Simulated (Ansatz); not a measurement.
# The perfect InSb wire along [110], 6 atoms a period, H-terminated, part 2 of 3

What gap, if any, does the InSb wire along [110], 6 atoms a period, H-terminated have, and how does it change with the functional and under strain?

Ansatz 0.2.0; DFT PBE, plane waves, PAW; relaxation of a wire's period; PAW set soft_1 (the session's first sound run).

So far. Step 2 (Relaxation of atoms and period): The cell's length comes to 4.790 Å with spin left out.

**3. The wire at its relaxed period**

This step: DFT PBE, plane waves, PAW; bands of a perfect wire; PAW set soft_1 (Ansatz 0.2.0).

At the relaxed period the bands are computed along the axis; those that cross an energy going forward count the channels that a perfect wire would open there.

input.yaml reads:

```yaml
crystal:
  lattice:
    - [13.811, 0.0, 0.0]
    - [0.0, 14.395, 0.0]
    - [0.0, 0.0, 4.7899712618]
  atoms:
    - { symbol: Sb, position: [0.340630714, 0.5, 0.0] }
    - { symbol: In, position: [0.440580588, 0.678876944, 0.0] }
    - { symbol: In, position: [0.440580588, 0.321123056, 0.0] }
    - { symbol: H, position: [0.748369984, 0.5, 0.17047318] }
    - { symbol: H, position: [0.256903936, 0.5, 0.263573458] }
    - { symbol: Sb, position: [0.553010609, 0.649918007, 0.5] }
    - { symbol: Sb, position: [0.553010609, 0.350081993, 0.5] }
    - { symbol: H, position: [0.619197569, 0.750796188, 0.5] }
    - { symbol: H, position: [0.619197569, 0.249203812, 0.5] }
    - { symbol: In, position: [0.696846618, 0.5, 0.5] }
    - { symbol: H, position: [0.256903936, 0.5, 0.736426542] }
    - { symbol: H, position: [0.748369984, 0.5, 0.82952682] }
    - { symbol: H, position: [0.358694327, 0.770697052, 0.0] }
    - { symbol: H, position: [0.358694327, 0.229302948, 0.0] }
kpoints:
  mp_grid: { grid: [1, 1, 17] }
  band_path: { path: ["Γ", Z], npoints: 90 }
scf:
  occupations: { method: fermi_dirac, width: 0.05 }
hamiltonian:
  xc: pbe
  pseudopotentials: { kind: paw, azcp: { folder: soft_1 } }
output:
  dos: { e_range: [-5, 4] }
  write_potential: true
  write_density: true
  volumetric_format: npy
```

The run is started by

```bash
$ ansatz run input.yaml --threads 4 --pin off --max-ram 16384MiB --backend cpu --events-out ev --progress --plain --runs-dir out
```

Numbers of over 12 decimals in the logs are rounded to 6 here.

The program printed:

```text
[...]
Crystal: 14 atoms, lattice volume = 952.291 Å³
Basis set: ecut = 420 eV, 18539 PW (Γ)
Bands: 60, of which v1, the nominal top of the filled ones, is band 46 counted from 1 (45 counted from 0)
Symmetry: 4 space group operations
[...]
k-points: 9 of 17
[...]
SCF iter   1: F=—  HF=-36373.520274 eV  |F-HF|=—  |Δ(HF+E_count)|=         —  Δρ=2.74e-2  dr2=7.93e0  ethr=3.10e-3  ⟨swp⟩=8.7  Hψ=2600  notcnv=0  defer=7
[...]
SCF iter  10: F=-36371.090949 eV  HF=-36371.090949 eV  |F-HF|=1.98e-8  |Δ(HF+E_count)|=   2.30e-7  Δρ=1.32e-6  dr2=1.58e-8  ethr=1.09e-10  ⟨swp⟩=16.1  Hψ=2626  notcnv=0
SCF 1 converged in 10 iterations: F = -36371.090949 eV  dr2 = 1.58e-8
[...]
NSCF: frozen V_eff on 91 k-points
WARN: The output density's exchange-correlation potential varies sharply where the density is thin. Do not read a vacuum level from v_tot or v_xc, or from such a field of the output density. On a cell that repeats whose density bears no net charge and no dipole along the vacuum's axis use v_es (v_loc + v_h of the components); under efield.dipole_correction with no amplitude use v_es + v_field, which holds any externa [...]
SCF converged after 10 iterations
Free energy (F): -36371.090949 eV
[...]
Internal energy: -36371.090949 eV  (E = F + TS)
E sigma→0 (E₀):  -36371.090949 eV
Entropy (-TS):   -0.000000 eV (-0.000 meV/atom)
Fermi energy:    -1.580951 eV
[...]
--- Band table (eV; the first three rows and the last of 9) ---
  k-point 0: bands = [... 42 lower, -3.2940, -3.1785, -2.9015, -2.4282, -0.7304, -0.6481, 0.2540, 0.7693, ... 10 higher]
  k-point 1: bands = [... 42 lower, -3.3013, -3.1835, -3.0217, -2.5516, -0.5417, -0.4774, 0.2979, 0.7848, ... 10 higher]
  k-point 2: bands = [... 42 lower, -3.4041, -3.2698, -3.1993, -2.7712, -0.1129, -0.0717, 0.4127, 0.7759, ... 10 higher]
  k-point 8: bands = [... 42 lower, -4.0419, -3.5199, -3.4825, -3.2382, -0.0203, 0.4940, 1.0356, 1.1601, ... 10 higher]
```

Elapsed: 84 s, on 4 threads of Arm Neoverse V2, shared host; peak memory 3.1 GiB.

This step gave:

| Quantity | Value |
| --- | --- |
| band gap | 1.698 eV |

The electronic bands at the labelled points (eV, zero at the Fermi level):

| point | band 43 | band 44 | band 45 | band 46 | band 47 | band 48 | band 49 | band 50 |
| --- | --- | --- | --- | --- | --- | --- | --- | --- |
| Γ | -1.71 | -1.60 | -1.32 | -0.85 | 0.85 | 0.93 | 1.83 | 2.35 |
| halfway | -2.33 | -1.92 | -1.70 | -1.43 | 2.00 | 2.18 | 2.47 | 2.53 |
| Z | -2.46 | -1.94 | -1.91 | -1.66 | 1.55 | 2.07 | 2.64 | 2.72 |

The gap is 1.70 eV, with spin left out.

On this path the gap is direct, 1.70 eV, with the valence top at Γ and the conduction bottom at Γ.

**4. Another level of theory, cutoff 500 eV, k-mesh 1×1×13**

This step: DFT r2SCAN, plane waves, PAW; bands of a perfect wire at the PBE geometry; PAW set soft_1 (Ansatz 0.2.0).

The atoms stay at the PBE geometry and the functional changes. r2SCAN also reads the kinetic-energy density; it often gives larger moments and wider gaps than PBE, at a higher cost. Against the first PBE run of this kind, the cutoff is 500 eV against 420 and the mesh along the wire has 13 points against 17.

Changes to input.yaml since step 3:

```diff
@@ -21,3 +21,3 @@
 kpoints:
-  mp_grid: { grid: [1, 1, 17] }
+  mp_grid: { grid: [1, 1, 13] }
   band_path: { path: ["Γ", Z], npoints: 90 }
@@ -26,8 +26,3 @@
 hamiltonian:
-  xc: pbe
+  xc: r2scan
   pseudopotentials: { kind: paw, azcp: { folder: soft_1 } }
-output:
-  dos: { e_range: [-5, 4] }
-  write_potential: true
-  write_density: true
-  volumetric_format: npy
```

The program printed:

```text
[...]
Crystal: 14 atoms, lattice volume = 952.291 Å³
Basis set: ecut = 500 eV, 24235 PW (Γ), exchange–correlation on 432×432×144 points (64 copies of the dense FFT grid, shifted against one another)
Bands: 60, of which v1, the nominal top of the filled ones, is band 46 counted from 1 (45 counted from 0)
Symmetry: 4 space group operations
[...]
k-points: 7 of 13
[...]
--- Band table (eV; the first three rows and the last of 7) ---
  k-point 0: bands = [... 42 lower, -3.5185, -3.3916, -3.1086, -2.6066, -0.6257, -0.5363, 0.4579, 0.9274, ... 10 higher]
  k-point 1: bands = [... 42 lower, -3.5419, -3.4014, -3.3034, -2.7967, -0.3155, -0.2491, 0.5335, 0.9734, ... 10 higher]
  k-point 2: bands = [... 42 lower, -3.7614, -3.6222, -3.4325, -3.0608, 0.3215, 0.3709, 0.7007, 0.9291, ... 10 higher]
  k-point 6: bands = [... 42 lower, -4.3134, -3.7631, -3.7064, -3.4465, 0.0529, 0.6608, 1.2177, 1.3398, ... 10 higher]
[key lines of the parts left out:]
SCF converged after 9 iterations
Free energy (F): -36457.772718 eV
Fermi energy:    -1.619016 eV
```

The job ended after 2.6 min (4 threads; peak memory 5 GiB; 10 min of CPU time).

Numbers from this step:

| Quantity | Value |
| --- | --- |
| band gap | 1.981 eV |

The gap is 1.98 eV, against 1.70 eV under PBE at the relaxed period.

**5. Another level of theory, level HSE06, cutoff 420 eV**

This step: DFT HSE06, plane waves, PAW; levels of a perfect wire at the PBE geometry; PAW set soft_1 (Ansatz 0.2.0).

The atoms stay at the PBE geometry and the functional changes. HSE06 mixes in a quarter of short-range exact exchange, which removes part of the self-interaction that closes gaps; it is dear, so the mesh is thinner and no path is run. Against the first PBE run of this kind, the mesh along the wire has 7 points against 17.

Changes to input.yaml since step 4:

```diff
@@ -21,4 +21,3 @@
 kpoints:
-  mp_grid: { grid: [1, 1, 13] }
-  band_path: { path: ["Γ", Z], npoints: 90 }
+  mp_grid: { grid: [1, 1, 7] }
 scf:
@@ -26,3 +25,3 @@
 hamiltonian:
-  xc: r2scan
+  xc: hse06
   pseudopotentials: { kind: paw, azcp: { folder: soft_1 } }
```

The program printed:

```text
[...]
Crystal: 14 atoms, lattice volume = 952.291 Å³
Basis set: ecut = 420 eV, 18539 PW (Γ)
Bands: 60, of which v1, the nominal top of the filled ones, is band 46 counted from 1 (45 counted from 0)
Symmetry: 4 space group operations
[...]
k-points: 4 of 7
[...]
SCF iter   7: F=-36371.094042 eV  HF=-36371.094063 eV  |F-HF|=2.10e-5  |Δ(HF+E_count)|=   1.87e-5  Δρ=7.22e-5  dr2=5.68e-5  ethr=5.23e-7  ⟨swp⟩=3.5  Hψ=476  notcnv=0  defer=1
[...]
E sigma→0 (E₀):  -36396.078519 eV
Fermi energy:    -1.693630 eV
[...]
--- Band table (eV) ---
  k-point 0: bands = [... 42 lower, -3.8188, -3.6503, -3.3224, -2.9217, -0.4553]
  k-point 1: bands = [... 42 lower, -3.9662, -3.8187, -3.6856, -3.3604, 0.4196]
  k-point 2: bands = [... 42 lower, -4.5302, -4.0276, -3.8003, -3.5648, 0.6138]
  k-point 3: bands = [... 42 lower, -4.6315, -4.0350, -3.9466, -3.7114, 0.2975]
  guard bands above this table: 13 of the run's 60 bands. The solve was not asked for them (output.publish_guard_bands: true or output.eigenvalues: true publishes all)
[key lines of the parts left out:]
Free energy (F): -36396.078519 eV
```

The job ended after 2.3 min (4 threads; peak memory 2.3 GiB).

Numbers from this step:

```yaml
band_gap: 2.466 eV
```

The gap is 2.47 eV, against 1.70 eV under PBE at the relaxed period.

**6. With spin-orbit coupling, k-mesh 1×1×11**

This step: DFT PBE, plane waves, fully relativistic PAW; bands of a perfect wire with spin-orbit coupling; PAW set soft_1 (Ansatz 0.2.0).

Spin-orbit coupling mixes the spins and splits bands that cross or touch without it, so it can open or close channels. Fully relativistic datasets take the place of the scalar ones. Against the first PBE run of this kind, the mesh along the wire has 11 points against 17.

Changes to input.yaml since step 5:

```diff
@@ -21,3 +21,4 @@
 kpoints:
-  mp_grid: { grid: [1, 1, 7] }
+  mp_grid: { grid: [1, 1, 11] }
+  band_path: { path: ["Γ", Z], npoints: 90 }
 scf:
@@ -25,3 +26,6 @@
 hamiltonian:
-  xc: hse06
-  pseudopotentials: { kind: paw, azcp: { folder: soft_1 } }
+  xc: pbe
+  pseudopotentials: { kind: paw_fr, azcp: { folder: soft_1 } }
+magnetization:
+  noncollinear: true
+  spin_orbit: true
```

The program printed:

```text
[...]
non-collinear run that drives no moment, with spin-orbit: no starting moment large enough to seed its density (crystal.atoms[].spin), no starting occupations that ask for one, no magnetisation constraint and no magnetic field, so the semilocal B_xc is pinned to zero
Crystal: 14 atoms, lattice volume = 952.291 Å³
Basis set: ecut = 420 eV, 18539 PW (Γ)
[...]
k-point 0: bands = [... 88 lower, -2.8387, -2.8387, -2.4151, -2.4151, -0.7272, -0.7272, -0.6516, -0.6516, ... 24 higher]
  k-point 1: bands = [... 88 lower, -3.0577, -3.0259, -2.7220, -2.6085, -0.3485, -0.3038, -0.2896, -0.2599, ... 24 higher]
  k-point 2: bands = [... 88 lower, -3.2183, -3.1947, -2.9712, -2.8563, 0.3115, 0.4037, 0.4116, 0.4500, ... 24 higher]
  k-point 5: bands = [... 88 lower, -3.4784, -3.4737, -3.2230, -3.2056, -0.0105, -0.0063, 0.4911, 0.5027, ... 24 higher]
[key lines of the parts left out:]
SCF converged after 9 iterations
Magnetization: |M| = 0.0000 μB,  M = (+0.0000, +0.0000, +0.0000) μB
Free energy (F): -36384.080983 eV
Fermi energy:    -1.575565 eV
```

Wall time 13 min (4 threads); peak memory 11 GiB; 50 min of CPU time.

This step gave:

| Item | Value |
| --- | --- |
| band gap | 1.686 eV |

The gap is 1.69 eV, against 1.70 eV under PBE at the relaxed period, with no moment.

**7. The ladder**

Times are for 4 threads of Arm Neoverse V2, shared host. The series side by side:

| no. | run | band gap (eV) | time | memory (GiB) |
| --- | --- | --- | --- | --- |
| 1 | lead | 1.698 | 84 s | 3.1 |
| 2 | levels | 1.981 | 2.6 min | 5.0 |
| 3 | levels | 2.466 | 2.3 min | 2.3 |
| 4 | SOC | 1.686 | 13 min | 11 |

**8. At a strained period, period over the relaxed period 0.97, k-mesh 1×1×13**

This step: DFT PBE, plane waves, PAW; relaxation at a fixed period; PAW set soft_1 (Ansatz 0.2.0).

The period is set to 0.97 times the relaxed one and the atoms relax within it: strain changes bond lengths and angles, which shifts the bands against each other. Against the first PBE run of this kind, the mesh along the wire has 13 points against 17.

The cell differs from the one that the last finished run ended in (c 4.790 → 4.646 Å).

Changes to input.yaml since step 6:

```diff
@@ -4,3 +4,3 @@
     - [0.0, 14.395, 0.0]
-    - [0.0, 0.0, 4.7899712618]
+    - [0.0, 0.0, 4.6462721239]
   atoms:
@@ -21,3 +21,3 @@
 kpoints:
-  mp_grid: { grid: [1, 1, 11] }
+  mp_grid: { grid: [1, 1, 13] }
   band_path: { path: ["Γ", Z], npoints: 90 }
@@ -27,5 +27,7 @@
   xc: pbe
-  pseudopotentials: { kind: paw_fr, azcp: { folder: soft_1 } }
-magnetization:
-  noncollinear: true
-  spin_orbit: true
+  pseudopotentials: { kind: paw, azcp: { folder: soft_1 } }
+relax:
+  max_steps: 40
+  f_tol: 0.02
+output:
+  stress: true
```

The program printed:

```text
Warning: output.stress: scf.convergence.dr2_threshold = 1e-7 eV (the SCF's general default) is looser than the 1.4e-9 eV advised for a printed stress (1e-10 eV for each atom of the cell: 14). What an SCF threshold leaves in a stress goes as its square root, and in the free energy as the threshold itself, and one threshold admits the most on a small cell: [figures from the program's tests cut] Every solve of this run  [...]
[...]
Crystal: 14 atoms, lattice volume = 923.722 Å³
Basis set: ecut = 420 eV, 18069 PW (Γ), exchange–correlation on 192×200×64 points (8 copies of the dense FFT grid, shifted against one another)
Bands: 60, of which v1, the nominal top of the filled ones, is band 46 counted from 1 (45 counted from 0)
Symmetry: 4 space group operations
[...]
k-points: 7 of 13
[...]
SCF iter   1: F=—  HF=-36373.482840 eV  |F-HF|=—  |Δ(HF+E_count)|=         —  Δρ=2.82e-2  dr2=8.03e0  ethr=3.10e-3  ⟨swp⟩=8.7  Hψ=2018  notcnv=0  defer=6
[...]
SCF iter   8: F=-36371.002961 eV  HF=-36371.002961 eV  |F-HF|=3.54e-8  |Δ(HF+E_count)|=   5.50e-6  Δρ=1.23e-5  dr2=2.72e-6  ethr=1.09e-8  ⟨swp⟩=5.0  Hψ=1355  notcnv=0
SCF 1 converged in 8 iterations: F = -36371.002961 eV  dr2 = 2.72e-6
[...]
relax step   1: F+E_penalty+E_count = -36371.00296131 eV  Δ(F+E_penalty+E_count) = +0.000e0 eV  max|allowed force component| = 4.341e-1 eV/Å  Δτ_max = 0.0000 Å  (8 SCF iters, dr2 threshold 1.00e-5 eV, accepted)
[...]
SCF iter   6: F=-36370.869647 eV  HF=-36370.869644 eV  |F-HF|=2.97e-6  |Δ(HF+E_count)|=   1.19e-5  Δρ=2.88e-5  dr2=7.68e-6  ethr=1.28e-8  ⟨swp⟩=4.0  Hψ=1630  notcnv=0
SCF 2 converged in 6 iterations: F = -36370.869647 eV  dr2 = 7.68e-6
relax step   2: F+E_penalty+E_count = -36370.86964693 eV  Δ(F+E_penalty+E_count) = +1.333e-1 eV  max|allowed force component| = 8.433e-1 eV/Å  Δτ_max = 0.1349 Å  (6 SCF iters, dr2 threshold 1.18e-5 eV, rejected (line search))
SCF iter   1: F=—  HF=-36371.068376 eV  |F-HF|=—  |Δ(HF+E_count)|=         —  Δρ=4.17e-3  dr2=1.22e-1  ethr=1.40e-3  ⟨swp⟩=5.0  Hψ=1285  notcnv=0  defer=18
[...]
SCF iter   8: F=-36371.045964 eV  HF=-36371.045964 eV  |F-HF|=8.51e-9  |Δ(HF+E_count)|=   1.36e-7  Δρ=1.28e-6  dr2=2.12e-8  ethr=1.09e-10  ⟨swp⟩=5.0  Hψ=1418  notcnv=0
SCF 3 converged in 8 iterations: F = -36371.045964 eV  dr2 = 2.12e-8
relax step   3: F+E_penalty+E_count = -36371.04596446 eV  Δ(F+E_penalty+E_count) = -4.300e-2 eV  max|allowed force component| = 4.227e-2 eV/Å  Δτ_max = 0.0561 Å  (8 SCF iters, accepted)
[...]
relax step   4: F+E_penalty+E_count = -36371.04628642 eV  Δ(F+E_penalty+E_count) = -3.220e-4 eV  max|allowed force component| = 2.628e-2 eV/Å  Δτ_max = 0.0232 Å  (6 SCF iters, accepted)
SCF iter   1: F=—  HF=-36371.047048 eV  |F-HF|=—  |Δ(HF+E_count)|=         —  Δρ=5.50e-4  dr2=1.84e-3  ethr=2.09e-5  ⟨swp⟩=3.1  Hψ=874  notcnv=0  defer=45
[...]
SCF iter   6: F=-36371.046747 eV  HF=-36371.046747 eV  |F-HF|=5.11e-8  |Δ(HF+E_count)|=   2.37e-8  Δρ=1.70e-6  dr2=7.85e-8  ethr=1.09e-10  ⟨swp⟩=5.0  Hψ=1451  notcnv=0
SCF 5 converged in 6 iterations: F = -36371.046747 eV  dr2 = 7.85e-8
relax step   5: F+E_penalty+E_count = -36371.04674677 eV  Δ(F+E_penalty+E_count) = -4.604e-4 eV  max|allowed force component| = 5.937e-3 eV/Å  Δτ_max = 0.0129 Å  (6 SCF iters, accepted)
[...]
the band table was solved once a step of the walk had ended and its energy, with any forces and stress, was formed, with the checks that follow a solve (2436 applications of the Hamiltonian). They found nothing against the state; the energy, forces and stress were not computed again (output.eigenvalues in the input reference)
[...]
SCF converged after 6 iterations
Free energy (F): -36371.046747 eV
[...]
Internal energy: -36371.046747 eV  (E = F + TS)
E sigma→0 (E₀):  -36371.046747 eV
Entropy (-TS):   -0.000000 eV (-0.000 meV/atom)
Fermi energy:    -1.235707 eV
[...]
--- Forces (eV/Å), atoms counted from 1 ---
  atom   1  Sb    -0.00593663     0.00000000     0.00000000
  atom   2  In     0.00254179    -0.00099504     0.00000000
  atom   3  In     0.00254179     0.00099504     0.00000000
  atom   4  H     -0.00205383     0.00000000    -0.00131084
  atom   5  H      0.00195115     0.00000000    -0.00079842
  atom   6  Sb    -0.00049482     0.00053653     0.00000000
  atom   7  Sb    -0.00049482    -0.00053653     0.00000000
  atom   8  H     -0.00182483     0.00248324     0.00000000
  atom   9  H     -0.00182483    -0.00248324     0.00000000
  atom  10  In     0.00527508     0.00000000     0.00000000
  atom  11  H      0.00195115     0.00000000     0.00079842
  atom  12  H     -0.00205383     0.00000000     0.00131084
  atom  13  H      0.00021521    -0.00073260     0.00000000
  atom  14  H      0.00021521     0.00073260     0.00000000
  max |Σ_I F_I| component: 7.77e-6 eV/Å
--- Stress (GPa, compression-positive) ---
       -0.003086       0.000000       0.000000
        0.000000       0.005852       0.000000
        0.000000       0.000000       0.477646
  P = ⅓ Tr σ = 0.1601 GPa (1.601 kbar)
--- Band table (eV; the first three rows and the last of 7) ---
  k-point 0: bands = [... 42 lower, -3.1697, -2.9727, -2.6150, -2.0312, -0.4364, -0.3156, 0.3176, 0.8267, ... 10 higher]
  k-point 1: bands = [... 42 lower, -3.1750, -3.0960, -2.8459, -2.2828, -0.1055, -0.0297, 0.3980, 0.8506, ... 10 higher]
  k-point 2: bands = [... 42 lower, -3.4009, -3.2478, -3.1906, -2.6481, 0.4540, 0.5300, 0.6064, 0.8174, ... 10 higher]
  k-point 6: bands = [... 42 lower, -4.0082, -3.4308, -3.4118, -3.1345, -0.0028, 0.5541, 1.0539, 1.2248, ... 10 higher]
--- Relaxed structure (5 steps of the walk, 4 accepted, 0 SCFs on fresh bases) ---
  F+E_penalty+E_count = -36371.04674677 eV   max|allowed force component| = 5.937e-3 eV/Å
  atoms:
    - { symbol: Sb, position: [0.339392, 0.5, 0.0] }
    - { symbol: In, position: [0.438490, 0.679260, 0.0] }
    - { symbol: In, position: [0.438490, 0.320740, 0.0] }
    - { symbol: H, position: [0.751035, 0.5, 0.160266] }
    - { symbol: H, position: [0.255381, 0.5, 0.270884] }
    - { symbol: Sb, position: [0.554895, 0.649618, 0.500000] }
    - { symbol: Sb, position: [0.554895, 0.350382, 0.500000] }
    - { symbol: H, position: [0.620307, 0.750967, 0.500000] }
    - { symbol: H, position: [0.620307, 0.249033, 0.500000] }
    - { symbol: In, position: [0.699100, 0.5, 0.500000] }
    - { symbol: H, position: [0.255381, 0.5, 0.729116] }
    - { symbol: H, position: [0.751035, 0.5, 0.839734] }
    - { symbol: H, position: [0.356142, 0.770506, 0.0] }
    - { symbol: H, position: [0.356142, 0.229494, 0.0] }
```

Elapsed: 92 s, on 4 threads; peak memory 3.1 GiB.

(Continued in part 3 of 3.)

[Logs are printed without paths, hosts, clocks, repeated set-up lines and the standing remarks that a program may print on its own settings, such as how far it seeks lower states.]

[Hosts, paths, dates, database ids (printed as entryN), source tags and the programs' standing remarks are cut or masked in the printed files.]
